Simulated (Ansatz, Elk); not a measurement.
# Bonding as seen by X-rays: MgPbO2, part 2 of 2

Structure refinements treat a crystal as free atoms side by side. For a made-up structure of MgPbO2 (cell and positions from a PBEsol relaxation) the runs below show what the calculated density changes in F(hkl).

Elk 11.2.3 (patched build); all-electron DFT.

So far. Step 2 (Ground state and structure factors): The ions are Mg2+, Pb2+ and O2−, by formal charge.

The structure was built from a prototype and need not be the compound's stable phase.

## 4. Another functional

Level of this step: DFT, LDA (Perdew-Wang), all-electron APW+lo, Dirac cores, scalar-relativistic bands, static density, no spin (Elk).

The difference from free atoms is small, so it is set against the change that LDA (Perdew-Wang) makes.

File elk.in:

```
tasks
  0
  195

xctype
  3

spinpol
  .false.

rgkmax
  7.0

gmaxvr
  14.0

lmaxo
  7

lmaxapw
  8

swidth
  0.002

tshift
  .false.

ramdisk
  .false.

hmaxvr
  5.5

maxscl
  120

epspot
  1e-06

sppath
  './'

avec
  3.09648576773 1.78775689154 10.72851509787
  -3.09648576773 1.78775689154 10.72851509787
  -0.00000000000 -3.57551378308 10.72851509787

atoms
  3
  'Pb.in'
  1
  0.5000000000 0.5000000000 0.5000000000   0.000000 0.000000 0.000000
  'Mg.in'
  1
  -0.0000000000 -0.0000000000 -0.0000000000   0.000000 0.000000 0.000000
  'O.in'
  2
  0.7317861136 0.7317861136 0.7317861136   0.000000 0.000000 0.000000
  0.2682138864 0.2682138864 0.2682138864   0.000000 0.000000 0.000000

ngridk
  8 8 8
```

The run is started by

```console
OMP_NUM_THREADS=4 elk
```

Numbers of over 12 decimals in the logs are rounded to 6 here.

Log:

```text
┌─────────────────────────┐
│ Elk code version 11.2.3 │
└─────────────────────────┘

All units are atomic (Hartree, Bohr, etc.)

┌─────────────────────────────────────────────────┐
│ Ground-state run starting from atomic densities │
└─────────────────────────────────────────────────┘

Lattice vectors :
   3.096485768       1.787756892       10.72851510
  -3.096485768       1.787756892       10.72851510
  -0.000000000      -3.575513783       10.72851510

Reciprocal lattice vectors :
   1.014567122      0.5857606010      0.1952176124
[...]
species : 3 (O)
   atom 1                    :    7.612892621     ( -0.4514227197E-05)
   atom 2                    :    7.612892621     ( -0.4514227197E-05)
 total in muffin-tins        :    106.1460389
 total calculated charge     :    109.9957840
 total charge                :    110.0000000
 error                       :   0.4216022671E-02

┌──────────────────────────────┐
│ Self-consistent loop stopped │
└──────────────────────────────┘

Warning : the lowest level lies among the core levels :   -2.480075036      -2.542382519

Warning : core states of species 1 leak from the muffin-tin :   0.1210046379E-02

Wrote STATE.OUT
[key lines of the parts left out:]
total energy                :     -21266.643153165
```

Wall time 17 s (4 threads of Arm Neoverse V2, shared host); peak memory 0.16 GiB; 51 s of CPU time.

Against the first run R = 0.02 %; the largest change is -0.061 at 104.

## 5. Basis size

A smaller basis shows how fast F responds to it; the change is likely larger than the basis error of the first run, but doesn't show convergence.

Edit elk.in of step 4 so:

```diff
@@ -5,3 +5,3 @@
 xctype
-  3
+  20
 
@@ -11,3 +11,3 @@
 rgkmax
-  7.0
+  5.5
```

The run is started by

```console
OMP_NUM_THREADS=4 elk
```

Log:

```text
┌─────────────────────────┐
│ Elk code version 11.2.3 │
└─────────────────────────┘

All units are atomic (Hartree, Bohr, etc.)

┌─────────────────────────────────────────────────┐
│ Ground-state run starting from atomic densities │
└─────────────────────────────────────────────────┘

Lattice vectors :
   3.096485768       1.787756892       10.72851510
  -3.096485768       1.787756892       10.72851510
  -0.000000000      -3.575513783       10.72851510

Reciprocal lattice vectors :
   1.014567122      0.5857606010      0.1952176124
[...]
species : 3 (O)
   atom 1                    :    7.593789178     ( -0.2725585468E-06)
   atom 2                    :    7.593789178     ( -0.2725585468E-06)
 total in muffin-tins        :    106.0603822
 total calculated charge     :    109.9952093
 total charge                :    110.0000000
 error                       :   0.4790714600E-02

┌──────────────────────────────┐
│ Self-consistent loop stopped │
└──────────────────────────────┘

Warning : the lowest level lies among the core levels :   -2.512252967      -2.550917141

Warning : core states of species 1 leak from the muffin-tin :   0.1199327016E-02

Wrote STATE.OUT
[key lines of the parts left out:]
total energy                :     -21279.512510285
```

Wall time 23 s (4 threads); peak memory 0.16 GiB; 65 s of CPU time.

Against the first run R = 0.02 %; the largest change is -0.049 at 009.

## 6. A coarser k-mesh

About half the k-points along each axis test the sampling.

Edit elk.in of step 5 so:

```diff
@@ -11,3 +11,3 @@
 rgkmax
-  5.5
+  7.0
 
@@ -62,2 +62,2 @@
 ngridk
-  8 8 8
+  4 4 4
```

The run is started by

```console
OMP_NUM_THREADS=4 elk
```

Log:

```text
┌─────────────────────────┐
│ Elk code version 11.2.3 │
└─────────────────────────┘

All units are atomic (Hartree, Bohr, etc.)

┌─────────────────────────────────────────────────┐
│ Ground-state run starting from atomic densities │
└─────────────────────────────────────────────────┘

Lattice vectors :
   3.096485768       1.787756892       10.72851510
  -3.096485768       1.787756892       10.72851510
  -0.000000000      -3.575513783       10.72851510

Reciprocal lattice vectors :
   1.014567122      0.5857606010      0.1952176124
[...]
species : 3 (O)
   atom 1                    :    7.648972183     ( -0.2725246411E-06)
   atom 2                    :    7.648972183     ( -0.2725246411E-06)
 total in muffin-tins        :    106.1792649
 total calculated charge     :    109.9957220
 total charge                :    110.0000000
 error                       :   0.4277962316E-02

┌──────────────────────────────┐
│ Self-consistent loop stopped │
└──────────────────────────────┘

Warning : the lowest level lies among the core levels :   -2.498379915      -2.536090350

Warning : core states of species 1 leak from the muffin-tin :   0.1199943339E-02

Wrote STATE.OUT
[key lines of the parts left out:]
total energy                :     -21279.594611969
```

Wall time 14 s (4 threads); peak memory 0.16 GiB; 27 s of CPU time.

Against the first run R = 0.00 %; the largest change is -0.003 at 012.

## 7. Settings against the effect

```tsv
run	R against the first run (%)	R against neutral atoms, low angle (%)	wall time
PBE, rgkmax 7	0.00	0.39	26 s
LDA (Perdew-Wang)	0.02	0.35	17 s
rgkmax 5.5	0.02	0.35	23 s
k-mesh 4×4×4	0.00	0.40	14 s
```

## 8. Summary of results

* R against neutral atoms, sin θ/λ < 0.3 Å⁻¹: 0.39 %
* R against neutral atoms, 0.3 to 0.83 Å⁻¹: 0.07 %
* R against ions, below 0.3 Å⁻¹: 0.19 %

**Reading.** Independent neutral atoms miss the calculated amplitudes by R = 0.39 % below 0.3 Å⁻¹ and 0.07 % from there to 0.83 Å⁻¹; by shells, 0.53 % below 0.15 Å⁻¹ (1 form), 0.39 % 0.15 to 0.3 (8 forms), 0.06 % 0.3 to 0.45 (16 forms), 0.07 % above 0.45 (100 forms). Bonding, aspherical density and the tables' own atoms all enter these figures, and the runs don't part them. The largest change of an amplitude is -0.64 electrons, at 012. Formal ions give R = 0.19 % at low angle, nearer than neutral atoms. The window's part falls from 14.0 electrons at the origin to at most 0.92 between 0.45 and 0.83 Å⁻¹, where compact states inside the window still scatter. Below 0.3 Å⁻¹ the changes that finished (LDA (Perdew-Wang), rgkmax 5.5 and k-mesh 4×4×4) move F by R = 0.05 % at most, against the 0.39 % that separates it from free atoms. Spin-orbit coupling is left out, which can matter for elements this heavy. Part of the difference isn't bonding: the tables are fits to free atoms and ions calculated by other methods than this functional. Thermal motion, anomalous dispersion and extinction are left out.

[Logs are printed without paths, hosts, clocks, repeated set-up lines and the standing remarks that a program may print on its own settings, such as how far it seeks lower states.]

[Hosts, paths, dates, database ids (printed as entryN), source tags and the programs' standing remarks are cut or masked in the printed files.]
